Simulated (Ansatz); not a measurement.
# GeH6CI3N (CH3NH3GeI3): converging the G0W0 gap

Wanted: a G0W0 gap for GeH6CI3N (CH3NH3GeI3) that is converged in bands and cutoff, or an estimate of the limit.

Calculated with Ansatz 0.2.0; G0W0 on PBEsol, plane waves, PAW.

The structure was built from a prototype and need not be the compound's stable phase.

## 1. The structure

The cell holds 12 atoms: 1 C, 1 N, 6 H, 1 Ge and 3 I. Its edges and angles: a = 5.874 Å, b = 5.946 Å, c = 5.868 Å, α = 88.1°, β = 88.7°, γ = 84.4°.

The structure was relaxed with PBEsol-D3(BJ). The runs that relaxed it are not among those shown. Spin-orbit coupling is left out unless a step names it. The default PAW set here is soft_2. Its files were made with PBE.

## 2. 215 empty bands, screening to 60 eV

Now the one-shot GW correction: screening in the RPA, then the self-energy of the levels asked for.

The input, input.yaml:

```yaml
crystal:
  lattice:
    - [5.8668316077, 0.2883030652, 0.0662740025]
    - [0.2883030652, 5.9385653728, 0.0962838686]
    - [0.0662740025, 0.0962838686, 5.8672506988]
  atoms:
    - { symbol: C, position: [0.9269170889, 0.9146527793, 0.9831184323] }
    - { symbol: "N", position: [0.0781424511, 0.0960660543, 0.0098946862] }
    - { symbol: H, position: [1.0335207602, 0.7540610316, 0.9619979637] }
    - { symbol: H, position: [0.1842379779, 1.1124707428, 0.8664981039] }
    - { symbol: H, position: [0.8220526717, -0.0454106832, 0.8317094623] }
    - { symbol: H, position: [-0.0165304885, 0.2508014888, 0.0333257572] }
    - { symbol: H, position: [0.8162231621, -0.0956235813, 0.1358389744] }
    - { symbol: H, position: [0.1835625679, 1.0652022878, 0.1509816534] }
    - { symbol: Ge, position: [0.518353722, 0.5167532441, 0.5316610556] }
    - { symbol: I, position: [0.5133267614, 0.4709631545, 0.0010423275] }
    - { symbol: I, position: [0.4460134129, -0.0165903174, 0.5018875215] }
    - { symbol: I, position: [-0.0156379097, 0.475868373, 0.4917495274] }
kpoints:
  mp_grid: { grid: [4, 4, 4] }
hamiltonian:
  xc: pbesol
scf:
  occupations: { method: fixed }
gw:
  n_empty_bands: 215
  ecut_chi: 60
  qp_bands: [v4, c4]
  qp_kpoints: band_edges
  screening: { model: contour_deformation }
```

Run with:

```bash
ansatz run input.yaml --threads 3 --pin off --max-ram 92160MiB --backend cuda --events-out ev --progress --plain --runs-dir out --devices 1 --max-vram 13GiB  # rebuilt from the run's record
```

Numbers of over 12 decimals in the logs are rounded to 6 here.

The program printed:

```text
GPUs: using 1 of 1 available (devices: 1).
Engine: ansatz 0.2.0, x86_64-unknown-linux-gnu
Pseudopotentials: kind: paw
Pseudopotential: C, paw, valence charge 4, recommended cutoff 420 eV (normal), C.paw.azcp
Pseudopotential: N, paw, valence charge 5, recommended cutoff 420 eV (normal), N.paw.azcp
Pseudopotential: H, paw, valence charge 1, recommended cutoff 420 eV (normal), H.paw.azcp
Pseudopotential: Ge, paw, valence charge 14, recommended cutoff 420 eV (normal), Ge.paw.azcp
Pseudopotential: I, paw, valence charge 17, recommended cutoff 420 eV (normal), I.paw.azcp
Functional definition: PBEsol
  exchange = pbesol_x
  correlation = pbesol_c
device memory: the entry about to start is reckoned to put 3.0 GiB on a device that reports 28.5 GiB free (of which the cap on the GPU budget leaves the run 13.0 GiB)
GPU FFT provider: cuFFT
GPU libraries: cuBLAS 13.8.2, cuFFT 12.4.0, cuSOLVER 12.3.4
Crystal: 12 atoms, lattice volume = 203.854 Å³
Basis set: ecut = 420 eV, 3979 PW (Γ)
Bands: 52, of which v1, the nominal top of the filled ones, is band 40 counted from 1 (39 counted from 0)
Symmetry: 1 space group operations
Space group: P1 (ITA 1), of the structure as read, at distance tolerance 5.9e-5 Å
k-points: 36 of 64 (time reversal used)
Non-local potential: C, projectors of the file, l = 0: 2, l = 1: 2, l = 2: 1
Non-local potential: N, projectors of the file, l = 0: 2, l = 1: 2, l = 2: 1
Non-local potential: H, projectors of the file, l = 0: 2, l = 1: 1
Non-local potential: Ge, projectors of the file, l = 0: 2, l = 1: 2, l = 2: 3, l = 3: 1
Non-local potential: I, projectors of the file, l = 0: 2, l = 1: 2, l = 2: 2, l = 3: 2
PAW form: soft (Blöchl's): semilocal exchange-correlation on the pseudo side does not see the compensation charge
PAW frozen core: C, regenerated for the run's functional, and the local potential with it (the file was generated under x = pbe(κ = 0.804, μ = 0.219515), c = pbe(β = 0.066725))
PAW frozen core: N, regenerated for the run's functional, and the local potential with it (the file was generated under x = pbe(κ = 0.804, μ = 0.219515), c = pbe(β = 0.066725))
PAW frozen core: Ge, regenerated for the run's functional, and the local potential with it (the file was generated under x = pbe(κ = 0.804, μ = 0.219515), c = pbe(β = 0.066725))
PAW frozen core: I, regenerated for the run's functional, and the local potential with it (the file was generated under x = pbe(κ = 0.804, μ = 0.219515), c = pbe(β = 0.066725))
PAW one-centre angular grid: C, 110 points (default); XC on 64 Gauss nodes
PAW one-centre angular grid: N, 110 points (default); XC on 64 Gauss nodes
PAW one-centre angular grid: H, 110 points (default); XC on 64 Gauss nodes
PAW one-centre angular grid: Ge, 590 points (default); XC on 64 Gauss nodes
PAW one-centre angular grid: I, 590 points (default); XC on 64 Gauss nodes
Initial density: superposition of atomic densities (neutral atoms: chi_scale 0, normalization atom), corrected by the library's trained network
Initial wavefunctions: pseudopotential atomic-orbital guess
GPU buffer pool allocated for 64000 grid points (all kernels)
GPU transforms: local potential and band sums: pruned to the plane-wave sphere, on 40×40×40
Functional: x = pbesol(κ = 0.804, μ = 0.123457), c = pbesol(β = 0.046)
SCF iter   1: F=—  HF=-27273.355072 eV  |F-HF|=—  |Δ(HF+E_count)|=         —  Δρ=3.84e-3  dr2=2.36e-2  ethr=1.77e-3  ⟨swp⟩=5.1  Hψ=6418  notcnv=0  defer=335
preconditioner: auto → Resta (q_TF=auto, 2.334 Å⁻¹)  ε∞=3.0  [insulator: Δε(μ)=0.883 eV  Ē_g=11.380 eV  n_scr=36 (ndim 8)  ℏωp=16.0 eV  f_vac=0.077  ε∞_Penn≈3.0]
SCF iter   2: F=—  HF=-27273.347948 eV  |F-HF|=—  |Δ(HF+E_count)|=   7.12e-3  Δρ=2.06e-3  dr2=6.61e-3  ethr=2.95e-5  ⟨swp⟩=2.6  Hψ=3158  notcnv=0  defer=360
SCF iter   3: F=—  HF=-27273.347218 eV  |F-HF|=—  |Δ(HF+E_count)|=   7.30e-4  Δρ=5.51e-4  dr2=7.67e-4  ethr=8.27e-6  ⟨swp⟩=2.2  Hψ=3107  notcnv=0  defer=360
SCF iter   4: F=—  HF=-27273.346992 eV  |F-HF|=—  |Δ(HF+E_count)|=   2.27e-4  Δρ=1.90e-4  dr2=7.68e-5  ethr=9.58e-7  ⟨swp⟩=2.4  Hψ=3042  notcnv=0  defer=360
SCF iter   5: F=—  HF=-27273.347047 eV  |F-HF|=—  |Δ(HF+E_count)|=   5.50e-5  Δρ=1.07e-4  dr2=2.49e-5  ethr=9.60e-8  ⟨swp⟩=2.0  Hψ=3089  notcnv=0  defer=359
SCF iter   6: F=—  HF=-27273.347039 eV  |F-HF|=—  |Δ(HF+E_count)|=   7.19e-6  Δρ=3.36e-5  dr2=2.99e-6  ethr=3.11e-8  ⟨swp⟩=2.0  Hψ=2796  notcnv=0  defer=359
SCF iter   7: F=—  HF=-27273.347041 eV  |F-HF|=—  |Δ(HF+E_count)|=   1.24e-6  Δρ=5.61e-6  dr2=1.16e-7  ethr=3.74e-9  ⟨swp⟩=2.0  Hψ=3084  notcnv=0  defer=359
SCF iter   8: F=-27273.347041 eV  HF=-27273.347041 eV  |F-HF|=2.48e-9  |Δ(HF+E_count)|=   2.00e-7  Δρ=2.46e-6  dr2=1.40e-8  ethr=1.25e-10  ⟨swp⟩=15.0  Hψ=9706  notcnv=0
SCF 1 converged in 8 iterations: F = -27273.347041 eV  dr2 = 1.40e-8
  greatest PAW one-centre occupation: 0.999 electrons in one spin orbital (limit 2), on the I atom at site 11 (counted from 0), in its partial waves of l = 2
device memory: the entry about to start is reckoned to put 3.6 GiB (of the 3.7 GiB reckoned in all, the device holds 0.2 GiB already) on a device that reports 27.3 GiB free (of which the cap on the GPU budget leaves the run 12.9 GiB)
NSCF: frozen V_eff on 36 k-points
the band table was solved once the SCF had ended and its energy, with any forces and stress, was formed, with the checks that follow a solve (8503 applications of the Hamiltonian). They found nothing against the state; the energy, forces and stress were not computed again (output.eigenvalues in the input reference)
device memory: the entry about to start is reckoned to put 5.4 GiB on a device that reports 29.0 GiB free (of which the cap on the GPU budget leaves the run 13.0 GiB)
NSCF: frozen V_eff on 36 k-points
G₀W₀ screening: q 1/36
[... further progress lines ...]
SCF converged after 8 iterations
Free energy (F): -27273.347041 eV
Harris-Foulkes:  -27273.347041 eV  (|F-HF|=2.48e-9)
Internal energy: -27273.347041 eV  (E = F + TS)
E sigma→0 (E₀):  -27273.347041 eV
Fermi energy:    4.933951 eV
--- Per-component energies (eV) ---
  E_band       = -1469.804178
  E_kinetic    = 981.700630
  E_local      = -9876.531800  (includes V_loc(G=0)·N_el)
  E_nonlocal   = 231.496311
  E_hartree    = 4714.406460
  E_xc         = -614.626114
  E_vxc        = -651.199260  (∫ρ·V_xc dr)
  E_paw        = -16404.665063  (= ΣΔE_a)
  E_vpaw       = -1584.079240  (= ΣTr[D̂ρ^β])
  E_aug_tail   = -0.007134  (compensation charges beyond the density's cutoff)
  E_ewald      = -6307.323894
  E_core_change = 2.203562  (= ΣΔE_core)
  E_smearing   = -0.000000  (= −TS)
  E_closure    = 0.000000  (closes the sum)
  Σ components = -27273.347041   (vs F -27273.347041, Δ=0.00e0)
--- Band table (eV; the first three rows and the last of 36) ---
  k-point 0: bands = [... 36 lower, 3.2251, 3.2541, 3.3670, 3.6069, 7.9448, 8.3945, 8.9017, 9.0317, ... 8 higher]
  k-point 1: bands = [... 36 lower, 2.9923, 3.1105, 3.3855, 3.5666, 8.0843, 8.3670, 8.7039, 9.3381, ... 8 higher]
  k-point 2: bands = [... 36 lower, 3.0447, 3.2006, 3.5083, 3.8447, 6.5017, 8.3800, 9.3970, 9.7203, ... 8 higher]
  k-point 35: bands = [... 36 lower, 3.6753, 3.9062, 3.9334, 4.9340, 5.8138, 5.9053, 6.1510, 8.7074, ... 8 higher]
--- G₀W₀: contour deformation, 7 samples at zero and on the imaginary axis and 2 off it, 64 q-points, 215 empty bands' worth ---
  eigenvalues of the whole cell's RPA ε∞ on this k-mesh (on a slab, of 1 + 4πα/V) = 9.0007, 11.6525, 13.7115; static W/v taken at q = 0 is 0.087755
  gw.qp_kpoints: band_edges: 15 of 36 stored k-points solved, in 1 pass; an edge of the gap read off the rows below is read off those points alone
    valence top: of the k-points left out ik 32 came nearest to being solved in a further pass, in band 40 (counted from 1, as in the quasiparticle table): it holds the edge there only if its correction is more favourable than any solved in that band by at least 0.749 eV; those differ by 0.569 eV
    conduction bottom: of the k-points left out ik 30 came nearest to being solved in a further pass, in band 41 (counted from 1, as in the quasiparticle table): it holds the edge there only if its correction is more favourable than any solved in that band by at least 0.512 eV; those differ by 0.187 eV
    ik  band        ε_KS         Σx   Σc(E_QP)       V_xc       Z   E_QP_lin       E_QP  E_QP is
     0    37      3.2251   -17.1006     2.4458   -14.2009  0.7284     2.7611     2.7712  root
     0    38      3.2541   -17.1078     2.4830   -14.1442  0.7291     2.7624     2.7736  root
     0    39      3.3670   -17.2632     2.3907   -14.4478  0.7313     2.9342     2.9424  root
     0    40      3.6069   -17.3279     2.3131   -14.5994  0.7353     3.1842     3.1916  root
     0    41      7.9448    -5.3993    -3.6583    -9.5204  0.7783     8.4158     8.4076  root
     0    42      8.3945    -7.1720    -3.9354   -11.6995  0.7507     9.0028     8.9866  root
     0    43      8.9017    -5.8779    -3.8620   -10.2121  0.7582     9.3845     9.3739  root
     0    44      9.0317    -4.9561    -3.7484    -9.1182  0.7689     9.4523     9.4454  root
     1    37      2.9923   -16.8597     2.5081   -13.8665  0.7246     2.4945     2.5072  root
     1    38      3.1105   -17.0944     2.4237   -14.2241  0.7291     2.6543     2.6640  root
     1    39      3.3855   -16.9586     2.2526   -14.3162  0.7306     2.9886     2.9957  root
     1    40      3.5666   -17.2281     2.3263   -14.4763  0.7341     3.1333     3.1412  root
     1    41      8.0843    -8.4411    -3.8348   -12.8373  0.7524     8.6692     8.6456  root
     1    42      8.3670    -7.1564    -3.8482   -11.5040  0.7493     8.8802     8.8664  root
     1    43      8.7039    -6.2734    -3.8783   -10.7833  0.7706     9.3523     9.3354  root
     1    44      9.3381    -5.2960    -3.8414    -9.6279  0.7644     9.8377     9.8287  root
     2    37      3.0447   -17.3519     2.5716   -14.3025  0.7272     2.5561     2.5669  root
     2    38      3.2006   -17.1537     2.5551   -14.0958  0.7290     2.6843     2.6979  root
     2    39      3.5083   -17.1422     2.3274   -14.3874  0.7327     3.0728     3.0810  root
     2    40      3.8447   -16.7699     1.5357   -15.0971  0.7399     3.7069     3.7076  root
     2    41      6.5017    -8.9974    -3.3356   -12.8524  0.7468     7.0336     7.0212  root
     2    42      8.3800    -7.3717    -3.9209   -11.7942  0.7364     8.8948     8.8815  root
     2    43      9.3970    -5.3542    -3.8082    -9.7007  0.7730     9.9462     9.9352  root
     2    44      9.7203    -5.9553    -3.9982   -10.5978  0.7656    10.3863    10.3645  root
[...]
35    37      3.6753   -17.4721     2.3415   -14.6854  0.7394     3.2220     3.2302  root
    35    38      3.9062   -17.5550     2.2934   -14.8467  0.7393     3.4843     3.4913  root
    35    39      3.9334   -17.5957     2.3103   -14.8581  0.7398     3.4987     3.5062  root
    35    40      4.9340   -15.6498     0.4925   -15.3005  0.7573     5.0767     5.0772  root
    35    41      5.8138    -9.4237    -2.8467   -12.6766  0.7537     6.2251     6.2200  root
    35    42      5.9053    -8.8427    -3.1420   -12.4694  0.7558     6.3980     6.3899  root
    35    43      6.1510    -8.6351    -3.2146   -12.3289  0.7548     6.6386     6.6303  root
    35    44      8.7074    -5.0980    -3.7612    -9.4353  0.7844     9.2962     9.2834  root
```

Run time: 75 s. Hardware: 1 × NVIDIA H100 80GB HBM3 (shared by 6 runs) with 3 threads of AMD EPYC 7R13 (Zen 3), shared host; peak memory 2.1 GiB; 1.9 min of CPU time.

Numbers from this step:

```yaml
bands_summed: 255
rpa_eps_infinity_on_this_mesh_eigenvalues: 9.001, 11.65, 13.71
plane_waves_in_the_screening_matrix: 215
q_points_in_the_mesh: 64
g0w0_gap_on_the_mesh: 1.143 eV
k_of_the_valence_top: -0.5, -0.5, -0.5
k_of_the_conduction_bottom: -0.5, -0.5, -0.5
starting_gap_on_the_mesh: 0.8799 eV
z_at_the_valence_top: 0.7573
z_at_the_conduction_bottom: 0.7537
least_direct_g0w0_gap_on_the_computed_points: 1.143 eV
```

The gap on the mesh goes from 0.88 eV to 1.14 eV, a correction of +0.26 eV. Between the two edge states, bare exchange in place of the xc potential would open the gap by 3.60 eV, and correlation takes back 3.34 eV.

## 3. 850 empty bands, screening to 150 eV

Bands and screening cutoff are moved together, since each hides the error of the other.

Changes to input.yaml since step 2:

```diff
@@ -25,4 +25,4 @@
 gw:
-  n_empty_bands: 215
-  ecut_chi: 60
+  n_empty_bands: 850
+  ecut_chi: 150.0
   qp_bands: [v4, c4]
```

The program printed:

```text
GPUs: using 1 of 1 available (devices: 1).
[...]
GPU FFT provider: cuFFT
GPU libraries: cuBLAS 13.8.2, cuFFT 12.4.0, cuSOLVER 12.3.4
Crystal: 12 atoms, lattice volume = 203.854 Å³
Basis set: ecut = 420 eV, 3979 PW (Γ)
Bands: 52, of which v1, the nominal top of the filled ones, is band 40 counted from 1 (39 counted from 0)
[... 1 set-up line as in the run before ...]
[...]
k-points: 36 of 64 (time reversal used)
[...]
GPU buffer pool allocated for 64000 grid points (all kernels)
[...]
SCF iter   1: F=—  HF=-27273.355072 eV  |F-HF|=—  |Δ(HF+E_count)|=         —  Δρ=3.84e-3  dr2=2.36e-2  ethr=1.77e-3  ⟨swp⟩=5.1  Hψ=6418  notcnv=0  defer=335
[...]
SCF iter   8: F=-27273.347041 eV  HF=-27273.347041 eV  |F-HF|=2.48e-9  |Δ(HF+E_count)|=   2.00e-7  Δρ=2.46e-6  dr2=1.40e-8  ethr=1.25e-10  ⟨swp⟩=15.0  Hψ=9706  notcnv=0
SCF 1 converged in 8 iterations: F = -27273.347041 eV  dr2 = 1.40e-8
[...]
NSCF: frozen V_eff on 36 k-points
[...]
G₀W₀ screening: q 1/36
[... further progress lines ...]
SCF converged after 8 iterations
Free energy (F): -27273.347041 eV
[...]
Internal energy: -27273.347041 eV  (E = F + TS)
E sigma→0 (E₀):  -27273.347041 eV
Fermi energy:    4.933951 eV
[...]
--- Band table (eV; the first three rows and the last of 36) ---
  k-point 0: bands = [... 36 lower, 3.2251, 3.2541, 3.3670, 3.6069, 7.9448, 8.3945, 8.9017, 9.0317, ... 8 higher]
  k-point 1: bands = [... 36 lower, 2.9923, 3.1105, 3.3855, 3.5666, 8.0843, 8.3670, 8.7039, 9.3381, ... 8 higher]
  k-point 2: bands = [... 36 lower, 3.0447, 3.2006, 3.5083, 3.8447, 6.5017, 8.3800, 9.3970, 9.7203, ... 8 higher]
  k-point 35: bands = [... 36 lower, 3.6753, 3.9062, 3.9334, 4.9340, 5.8138, 5.9053, 6.1510, 8.7074, ... 8 higher]
[...]
0    37      3.2251   -17.1006     2.0754   -14.2009  0.7249     2.3512     2.4009  root
     0    38      3.2541   -17.1078     2.1210   -14.1442  0.7256     2.3561     2.4115  root
     0    39      3.3670   -17.2632     2.0036   -14.4478  0.7277     2.5096     2.5552  root
     0    40      3.6069   -17.3279     1.9140   -14.5994  0.7315     2.7490     2.7924  root
     0    41      7.9448    -5.3993    -3.8520    -9.5204  0.7766     8.2163     8.2139  root
     0    42      8.3945    -7.1720    -4.2156   -11.6995  0.7482     8.7108     8.7064  root
     0    43      8.9017    -5.8779    -4.0876   -10.2121  0.7549     9.1506     9.1483  root
     0    44      9.0317    -4.9561    -3.9431    -9.1182  0.7669     9.2526     9.2507  root
[...]
35    41      5.8138    -9.4237    -3.1882   -12.6766  0.7518     5.8786     5.8785  root
    35    42      5.9053    -8.8427    -3.4645   -12.4694  0.7540     6.0682     6.0675  root
    35    43      6.1510    -8.6351    -3.5302   -12.3289  0.7529     6.3154     6.3146  root
    35    44      8.7074    -5.0980    -3.9324    -9.4353  0.7820     9.1176     9.1122  root
```

Wall time 6.7 min (1 × NVIDIA H100 80GB HBM3 (shared by 6 runs) with 3 threads); peak memory 7.8 GiB; 11 min of CPU time.

Numbers from this step:

```yaml
bands_summed: 890
rpa_eps_infinity_on_this_mesh_eigenvalues: 8.979, 11.63, 13.69
plane_waves_in_the_screening_matrix: 835
q_points_in_the_mesh: 64
g0w0_gap_on_the_mesh: 1.314 eV
k_of_the_valence_top: -0.5, -0.5, -0.5
k_of_the_conduction_bottom: -0.5, -0.5, -0.5
starting_gap_on_the_mesh: 0.8799 eV
z_at_the_valence_top: 0.7539
z_at_the_conduction_bottom: 0.7518
least_direct_g0w0_gap_on_the_computed_points: 1.314 eV
```

Against the run with 4×4×4 mesh, 215 empty bands, screening to 60 eV, the gap moves by +0.17 eV.

## 4. Side by side

Times are wall times on 1 × NVIDIA H100 80GB HBM3 (shared by 6 runs) with 3 threads of AMD EPYC 7R13 (Zen 3), shared host, good to a factor of about two.

| mesh | files | frequency | bands summed | cutoff (eV) | start (eV) | G0W0 (eV) | time | host memory (GiB) |
| --- | --- | --- | --- | --- | --- | --- | --- | --- |
| 4×4×4 | default PAW | contour deformation | 255 | 60 | 0.880 | 1.143 | 75 s | 2.1 |
| 4×4×4 | default PAW | contour deformation | 890 | 150 | 0.880 | 1.314 | 6.7 min | 7.8 |

How the two edges are built up, in eV (the quasiparticle level is the starting level plus Σx plus Σc less Vxc):

| run | edge | start | Σx | Σc | Vxc | Z | QP |
| --- | --- | --- | --- | --- | --- | --- | --- |
| 255 bands | valence top | 4.93 | -15.65 | 0.49 | -15.30 | 0.76 | 5.08 |
| 255 bands | conduction bottom | 5.81 | -9.42 | -2.85 | -12.68 | 0.75 | 6.22 |
| 890 bands | valence top | 4.93 | -15.65 | -0.02 | -15.30 | 0.75 | 4.56 |
| 890 bands | conduction bottom | 5.81 | -9.42 | -3.19 | -12.68 | 0.75 | 5.88 |

## 5. Outcome

| Property | Result |
| --- | --- |
| 255 bands, 60 eV | 1.143 eV |
| 890 bands, 150 eV | 1.314 eV |
| estimated limit in bands and cutoff | 1.38 eV |
| mesh and start | 4×4×4, PBEsol |

**Reading.** A line in one over the bands through the two rungs gives 1.38 eV, +0.07 eV from the top rung; with two points alone it is an unchecked estimate. The rungs stand 0.24 eV (255 bands) and 0.07 eV (890 bands) from it. From 255 to 890 bands the gap moves by +0.17 eV while the time grows 5.3-fold. Σc changes by −0.51 eV at the valence top and −0.34 eV at the conduction bottom, so the levels themselves move more than the gap between them. The 4×4×4 mesh is coarse for this cell (its supercell is 23 Å along the shortest edge). The RPA ε∞ on it, from the PBEsol start, is 8.98, 11.63 and 13.69; such meshes misread the long-range screening, most where the gap is narrow. The many-body steps are scalar-relativistic: spin-orbit coupling is not in them.

[Paths, hosts, dates, memory and timing lines, banners, echoed tables and standing remarks are left out of the program output.]

[Logs are printed without paths, hosts, clocks, repeated set-up lines and the standing remarks that a program may print on its own settings, such as how far it seeks lower states.]

[Runs of the session that timed out or met a known fault of the program may be left out.]

[Cells called generated may have been cut or substituted from an entry of the Crystallography Open Database or the Materials Project.]

[Hosts, paths, dates, database ids (printed as entryN), source tags and the programs' standing remarks are cut or masked in the printed files.]
